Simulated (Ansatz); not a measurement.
## V_Cl (site 2) in Cs3Li2Cl5 (Imm2): charge-transition levels and formation energies

Charge states of V_Cl (site 2) in Cs3Li2Cl5 (Imm2), set against the band edges. Model: a cell of 60 host atoms with 1 Cl taken out.

Calculated with Ansatz 0.2.0; place-levels on PBEsol runs: charge-transition levels and formation energies with image-charge correction and potential alignment at the atomic sites.

## (1) The starting structure

The cell holds 59 atoms: 18 Cs, 12 Li and 29 Cl. Cell: a = 12.405 Å, b = 11.479 Å, c = 12.396 Å, α = 103.4°, β = 99.6°, γ = 90.0°. It derives from Cs3Li2Cl5 (space group Imm2). Nearest the centre at fractional (0.668, 0.661, 0.520): Li55 at 2.37 Å, Li54 at 2.39 Å, Li34 at 2.39 Å, Li45 at 3.49 Å, Cs31 at 3.49 Å, Cs51 at 3.49 Å, Cl48 at 3.57 Å, Cl38 at 3.57 Å.

As a file:

```xyz
59
Lattice="-7.2628 0.0000 10.0567 -9.3060 0.0000 -6.7205 3.5370 -11.8804 0.0040" Properties=species:S:1:pos:R:3 pbc="T T T"
Cs   -0.5111   -8.9542    0.8760
Cs   -4.0480   -2.9263    0.8720
Cs   -6.3874    0.0000   -0.8176
Li   -0.4186   -5.1292    0.9428
Li   -1.5346   -6.7512   -2.4135
Cl    0.3299   -6.1788   -1.0669
Cl   -0.5485   -2.8159    0.8488
Cl   -3.2070   -5.7016   -1.0709
Cl   -1.6645   -9.0646   -2.5074
Cl   -2.8568    0.0000   -0.8183
Cs   -5.1641   -8.9542   -2.4842
Cs   -8.7010   -2.9263   -2.4882
Cs  -11.0404    0.0000   -4.1779
Li   -5.0716   -5.1292   -2.4175
Li   -6.1876   -6.7512   -5.7737
Cl   -4.3231   -6.1788   -4.4272
Cl   -5.2015   -2.8159   -2.5114
Cl   -7.8600   -5.7016   -4.4312
Cl   -6.3175   -9.0646   -5.8676
Cl   -7.5098    0.0000   -4.1785
Cs   -2.9320   -8.9542    4.2282
Cs   -6.4690   -2.9263    4.2242
Cs   -8.8084    0.0000    2.5346
Li   -2.8395   -5.1292    4.2950
Li   -3.9555   -6.7512    0.9388
Cl   -2.0910   -6.1788    2.2853
Cl   -2.9694   -2.8159    4.2010
Cl   -5.6280   -5.7016    2.2813
Cl   -4.0854   -9.0646    0.8448
Cl   -5.2777    0.0000    2.5340
Cs   -7.5850   -8.9542    0.8680
Cs  -11.1220   -2.9263    0.8640
Cs  -13.4614    0.0000   -0.8256
Li   -7.4925   -5.1292    0.9348
Li   -8.6085   -6.7512   -2.4215
Cl   -6.7440   -6.1788   -1.0749
Cl   -7.6224   -2.8159    0.8408
Cl  -10.2810   -5.7016   -1.0789
Cl   -8.7384   -9.0646   -2.5154
Cl   -9.9307    0.0000   -0.8263
Cs   -5.3529   -8.9542    7.5805
Cs   -8.8899   -2.9263    7.5765
Cs  -11.2293    0.0000    5.8868
Li   -5.2604   -5.1292    7.6472
Li   -6.3765   -6.7512    4.2910
Cl   -4.5119   -6.1788    5.6375
Cl   -5.3904   -2.8159    7.5533
Cl   -8.0489   -5.7016    5.6335
Cl   -6.5064   -9.0646    4.1970
Cl   -7.6986    0.0000    5.8862
Cs  -10.0059   -8.9542    4.2202
Cs  -13.5429   -2.9263    4.2162
Cs  -15.8823    0.0000    2.5266
Li   -9.9134   -5.1292    4.2870
Li  -11.0295   -6.7512    0.9308
Cl  -10.0433   -2.8159    4.1930
Cl  -12.7019   -5.7016    2.2733
Cl  -11.1594   -9.0646    0.8368
Cl  -12.3516    0.0000    2.5260
```

Known beforehand: the electronic dielectric constant, (2.85, 2.83, 2.85), and the static one, principal values (7.09, 7.39, 8.56), computed on the host (DFPT, PBEsol).

The cell's shortest repeat is 11.5 Å.

## (2) Charge states

Levels follow from differences of total energies between charge states, each relaxed by itself.

Each atom starts 0.05 Å or so off its site in a random direction. Forces are taken at one point at (¼, ¼, ¼). The cell holds 1 electron more than the neutral one, with a uniform background that keeps it neutral on the whole.

The sampling was tested on the host first: at the k-points planned (1x1x1 shifted 0.25 0.25 0.25) its energy lies 0.000 eV an atom from the dense-mesh value, under the bound of 0.02 eV set for this test; that bounds the host's error, not the defect's.

One state's input; the others differ in charge, spin, start and seed, and in occupations where the table says so.

qm1.relax/input.yaml

```yaml
crystal:
  lattice:
    - [-2.42093695, 0.0, 3.35222453]
    - [-4.65299337, 0.0, -3.36022565]
    - [3.53696516, -11.88043227, 0.00400056]
  atoms:
    - { symbol: Cs, position: [0.6209547, 0.35967362, 0.75369014] }
    - { symbol: Cs, position: [0.86726456, 0.60598348, 0.24630986] }
    - { symbol: Cs, position: [0.7440689, 0.98562287, 0.0] }
    - { symbol: Li, position: [0.45996777, 0.17881962, 0.43173475] }
    - { symbol: Li, position: [0.02823302, 0.74708487, 0.56826525] }
    - { symbol: Cl, position: [0.00414637, 0.32227512, 0.52008515] }
    - { symbol: Cl, position: [0.36258443, 0.1093946, 0.23701797] }
    - { symbol: Cl, position: [0.48406122, 0.80218997, 0.47991485] }
    - { symbol: Cl, position: [0.12556646, 0.87237663, 0.76298203] }
    - { symbol: Cl, position: [0.24404957, 0.48698422, 0.0] }
  supercell: [3, 2, 1]
  defects: [{ vacancy: 55 }]
total_charge: -1
basis:
  ecutwfc: 420
  xc_grid: 2
hamiltonian:
  xc: pbesol
kpoints:
  mp_grid: { grid: [1, 1, 1], shift: [0.25, 0.25, 0.25] }
scf:
  occupations: { method: fixed }
  max_iter: 60
output:
  forces: true
  charged_corrections:
    epsilon: [2.85, 2.83, 2.85]
    static_epsilon: [[8.16, 0.0, 0.56], [0.0, 7.09, 0.0], [0.56, 0.0, 7.79]]
relax:
  f_tol: 0.02
  max_steps: 80
  random_displacement: { amplitude: 0.05, seed: 4950 }
checkpoint:
  write: "../qm1.relax.run"
  compress: false
  write_wavefunctions: true
  write_every: 100000
```

Started as:

```
ansatz run input.yaml --threads 8 --pin off --max-ram 14131MiB --backend cpu --events-out ev --progress --plain --runs-dir out
```

The relaxed structure is kept and the sampling changed to a 2×2×2 shifted mesh.

The run of this state that the levels use, under PBEsol:

qm1.point/input.yaml

```yaml
crystal:
  checkpoint: "../qm1.relax.run"
  host: checkpoint
total_charge: -1
basis:
  ecutwfc: 420
  xc_grid: 2
hamiltonian:
  xc: pbesol
kpoints:
  mp_grid: { grid: [2, 2, 2], shift: [0.5, 0.5, 0.5] }
scf:
  occupations: { method: fermi_dirac, width: 0.01 }
  max_iter: 60
output:
  forces: true
  eigenvalues: true
  charged_corrections:
    epsilon: [2.85, 2.83, 2.85]
    static_epsilon: [[8.16, 0.0, 0.56], [0.0, 7.09, 0.0], [0.56, 0.0, 7.79]]
    defect_position: [0.668049, 0.661138, 0.520085]
  eigenstates: { localisation: true }
  populations: true
  band_densities: [{ bands: [v1, v1] }, { bands: [c1, c1] }]
  write_density: true
  write_potential: true
  volumetric_format: npy
checkpoint:
  read: "../qm1.relax.run"
  write: "../qm1.point.run"
  compress: false
  write_wavefunctions: false
  write_every: 100000
```

Relaxations under PBEsol at one point at (¼, ¼, ¼); times on 8 threads of Arm Neoverse V2, shared host:

| charge | moment (μB) | occupations | outcome | steps | largest displacement against the far atoms (Å) | time |
| --- | --- | --- | --- | --- | --- | --- |
| −1 | 0 | fixed | converged | 10 | 0.47 | 87 s |
| 0 | 1 | fixed | converged | 4 | 0.18 | 93 s |
| +1 | 0 | fixed | converged | 8 | 0.78 | 64 s |

Single points under PBEsol at a 2×2×2 shifted mesh; times on 8 threads of Arm Neoverse V2, shared host:

| charge | moment (μB) | occupations | outcome | time |
| --- | --- | --- | --- | --- |
| −1 | 0 | fermi-dirac | converged | 66 s |
| 0 | 1 | fermi-dirac | converged | 3.1 min |
| +1 | 0 | fermi-dirac | converged | 66 s |

Distances (Å) from the ideal centre to the nearest atoms after relaxation with PBEsol:

| charge | moment (μB) | 1. | 2. | 3. | 4. | 5. | 6. |
| --- | --- | --- | --- | --- | --- | --- | --- |
| −1 | 0 | Li 1.90 | Li 2.05 | Li 2.05 | Li 3.19 | Cs 3.46 | Cs 3.47 |
| 0 | 1 | Li 2.19 | Li 2.31 | Li 2.32 | Cl 3.44 | Cl 3.45 | Li 3.47 |
| +1 | 0 | Li 2.79 | Li 2.79 | Li 3.13 | Cl 3.34 | Cl 3.34 | Cl 3.34 |

## (3) Levels against the band edges, PBEsol

A charged cell interacts with its images and the background, and its potential has another zero than the host's. place-levels removes the first by a point-charge model, screened by the static dielectric constant since the ions have relaxed around the charge, and the second by comparing potentials at atoms far from the defect.

The host is a run of the defect-free crystal in the same cutoffs, grids and k-points, so that basis and sampling errors cancel in part in the differences. The host is run in a cell of 10 atoms on a matching mesh. Its band edges are searched through the zone by a band path, so the gap is smaller than, or equal to, that on the mesh. Chemical potentials are energies per atom of Cl (Cl2 molecule), run with the same functional and cutoff.

levels.point.yaml

```yaml
host:
  run: host.point.run
states: [qm1.point.run, q0_M1.point.run, qp1.point.run]
geometry_from:
  qm1.point.run: qm1.relax.run
  q0_M1.point.run: q0_M1.relax.run
  qp1.point.run: qp1.relax.run
  host.point.run: host.relax.run
chemical_potentials:
  Cl:
    energy: -1060.711994
    dataset: "<sha256 of the dataset>"
epsilon: [2.85, 2.83, 2.85]
static_epsilon:
  - [8.16, 0.0, 0.56]
  - [0.0, 7.09, 0.0]
  - [0.56, 0.0, 7.79]
vertical:
  - { from: qm1.point.run, to: qm1.point_neutral.run }
  - { from: qp1.point.run, to: qp1.point_neutral.run }
```

Started as:

```
ansatz place-levels levels.point.yaml -- --threads 8 --pin off --max-ram 14131MiB
```

Numbers of over 12 decimals in the logs are rounded to 6 here.

The program printed:

```text
[... repeated set-up lines and file paths are left out, and long positions are rounded to six places ...]
(+1/0) 4.278 eV above the valence edge, 0.959 eV under the conduction edge
(0/-1) 4.835 eV above the valence edge, 0.401 eV under the conduction edge
formation energy of charge +1: +0.262 eV with the Fermi level at the valence edge
formation energy of charge 0: +4.540 eV with the Fermi level at the valence edge
formation energy of charge -1: +9.375 eV with the Fermi level at the valence edge
vertical -1 to 0: no energy, since no alignment is typed
  the change from vertical[0].from (qm1.point.run) to vertical[0].to (qm1.point_neutral.run): by its potential at epsilon [2.85, 2.83, 2.85] it stands at 0.666 0.649 0.510, with an rms radius of about 2.0 Å (1.2 1.1 1.2 Å across the planes of the cell's [...]
vertical +1 to 0: no energy, since no alignment is typed
  the change from vertical[1].from (qp1.point.run) to vertical[1].to (qp1.point_neutral.run): by its potential at epsilon [2.85, 2.83, 2.85] it stands at 0.667 0.659 0.516, with an rms radius of about 2.8 Å (1.7 1.5 1.5 Å across the planes of the cell's [...]
  edges by pbesol, gap 5.236 eV; the host is sampled to repeats of 29.63 Å
  the defect's cells are sampled to repeats of 29.63 Å, like sampling
  charge +1: -133860.9323 eV with its correction of +0.071 eV, at epsilon [[8.16, 0, 0.56], [0, 7.09, 0], [0.56, 0, 7.79]], aligned at sites: -0.1517 eV, mean over 32 atomic sites at or beyond 5.74 Å from the defect at [0.6680, 0.6611, 0.5201], with -0.020317 [...]
  charge 0: +0.000 eV for its dipole among its images, +0.000 omitted
  charge -1: -133846.8855 eV with its correction of +0.333 eV, at epsilon [[8.16, 0, 0.56], [0, 7.09, 0], [0.56, 0, 7.79]], aligned at sites: -0.1097 eV, mean over 32 atomic sites at or beyond 5.74 Å from the defect at [0.6680, 0.6611, 0.5201], with +0.000000 [...]
  of states[1] (q0_M1.point.run): its displacements don't fall off away from the defect: farther atoms stand 0.021 Å off the host's places. [...]
```

The job ended after 0.26 s (8 threads of Arm Neoverse V2, shared host).

Levels between the charges placed, in eV above the valence top:

|  | gap (eV) | (+1/0) | (0/−1) |
| --- | --- | --- | --- |
| PBEsol | 5.24 | 4.28 | 4.84 |

Corrections by state:

| charge | moment (μB) | image terms and alignment (eV) | band filling (eV) | ε used | over the lowest of its charge, as the program ranks them, band filling apart (eV) |
| --- | --- | --- | --- | --- | --- |
| +1 | 0.0 | 0.071 | - | principal values (7.09, 7.39, 8.56) | 0.000 |
| 0 | 1.0 | 0.000 | - | - | 0.000 |
| −1 | 0.0 | 0.333 | - | principal values (7.09, 7.39, 8.56) | 0.000 |

The charged structures listed were also run neutral, and place-levels reads from each pair, by the potential or the spins, how wide the charge is by which they differ; that can be the carrier of either run.

| charge | rms radius (Å) | spread where it is widest against the cell (Å) | wide from (Å) | reading |
| --- | --- | --- | --- | --- |
| +1 | 2.8 | 1.72 | 2.12 | narrow |
| −1 | 2.0 | 1.23 | 2.06 | narrow |

The neutral runs of these pairs need not share the spin of the lowest neutral state, and very wide values only mean spread over the cell.

From the program's caveats on the states, each cut to its opening words:

- charge 0 (1 μB): its displacements don't fall off away from the defect: farther atoms stand 0.021 Å off the host's places
- charge 0 (1 μB): flagged: stability check not made

Chemical potentials of the elements' reference phases, run alike. Formation energies (elemental references), with the Fermi level at the valence top and at the conduction bottom (gap 5.24 eV):

| charge | at valence top (eV) | at conduction bottom (eV) | correction included (eV) |
| --- | --- | --- | --- |
| +1 | 0.26 | 5.50 | 0.07 |
| 0 | 4.54 | 4.54 | 0.00 |
| −1 | 9.38 | 4.14 | 0.33 |

| Fermi level (eV) | lowest formation energy (eV) |
| --- | --- |
| 0.00 | 0.26 |
| 0.48 | 0.74 |
| 0.95 | 1.21 |
| 1.43 | 1.69 |
| 1.90 | 2.17 |
| 2.38 | 2.64 |
| 2.86 | 3.12 |
| 3.33 | 3.60 |
| 3.81 | 4.07 |
| 4.29 | 4.54 |
| 4.76 | 4.54 |
| 5.24 | 4.14 |

## (4) The same at the relaxations' own k-points

The relaxations' own energies give the levels at their sampling, for comparison.

levels.relax_mesh.yaml

```yaml
host:
  run: host.relax.run
states: [qm1.relax.run, q0_M1.relax.run, qp1.relax.run]
chemical_potentials:
  Cl:
    energy: -1060.711994
    dataset: "<sha256 of the dataset>"
```

Started as:

```
ansatz place-levels levels.relax_mesh.yaml -- --threads 8 --pin off --max-ram 14131MiB
```

The program printed:

```text
(+1/0) 4.282 eV above the valence edge, 0.954 eV under the conduction edge
(0/-1) 4.848 eV above the valence edge, 0.388 eV under the conduction edge
formation energy of charge +1: +0.262 eV with the Fermi level at the valence edge
formation energy of charge 0: +4.544 eV with the Fermi level at the valence edge
formation energy of charge -1: +9.393 eV with the Fermi level at the valence edge
  edges by pbesol, gap 5.236 eV; the host is sampled to repeats of 16.90 Å
[... the lines on each state left out ...]
```

Elapsed: 0.09 s, on 8 threads.

Levels between neighbouring charges, in eV above the valence top:

|  | gap (eV) | (+1/0) | (0/−1) |
| --- | --- | --- | --- |
| one point at (¼, ¼, ¼) | 5.24 | 4.28 | 4.85 |
| a 2×2×2 shifted mesh | 5.24 | 4.28 | 4.84 |

Going from one point at (¼, ¼, ¼) to a 2×2×2 shifted mesh moves the levels that carry no band-filling term by up to 0.01 eV and formation energies against the elements by up to 0.02 eV.

## (5) Results

| Item | Value |
| --- | --- |
| gap of the host | 5.24 eV (PBEsol) |
| level (plus 1/0) | 4.28 eV above the valence top |
| level (0/minus 1) | 4.84 eV above the valence top |
| lowest of the charges placed, just above the valence top (0.02 eV) | +1 |
| lowest of the charges placed, just below the conduction bottom (0.02 eV) | −1 |
| lowest formation energy at mid-gap of the charges run, elemental references | 2.88 eV |

What this shows: Of the charges placed (−1, 0 and +1), the lowest changes at 4.28 eV (+1/0) and 4.84 eV (0/−1) above the valence top, in a gap of 5.24 eV. Charges above +1 and below −1 were not placed, so these runs say nothing of levels that involve them. States placed: +1 at 0 μB; 0 at 1 μB; −1 at 0 μB. Other spin states or structures, where not listed, weren't placed. Going from one point at (¼, ¼, ¼) to a 2×2×2 shifted mesh moves the levels that carry no band-filling term by up to 0.01 eV and formation energies against the elements by up to 0.02 eV. What this leaves open: PBEsol makes the gap too small and tends to spread out bound carriers; where a gas molecule sets a chemical potential or the host's formation energy, its binding is uncorrected; spin–orbit coupling, which can matter with heavy atoms, is left out.

[Logs are printed without paths, hosts, clocks, repeated set-up lines and the standing remarks that a program may print on its own settings, such as how far it seeks lower states.]

[Hosts, paths, dates, database ids (printed as entryN), source tags and the programs' standing remarks are cut or masked in the printed files.]

[Where a table of states has a column of steps, it counts the stored structures, which are thinned; the runs took as many ionic steps or more.]

[A defect's name tells the site on which it was built; relaxed atoms can leave that site.]

[For some hosts the program warned that the k-mesh of the response run may be too coarse for force constants and the static dielectric constant; such warnings are not shown here.]
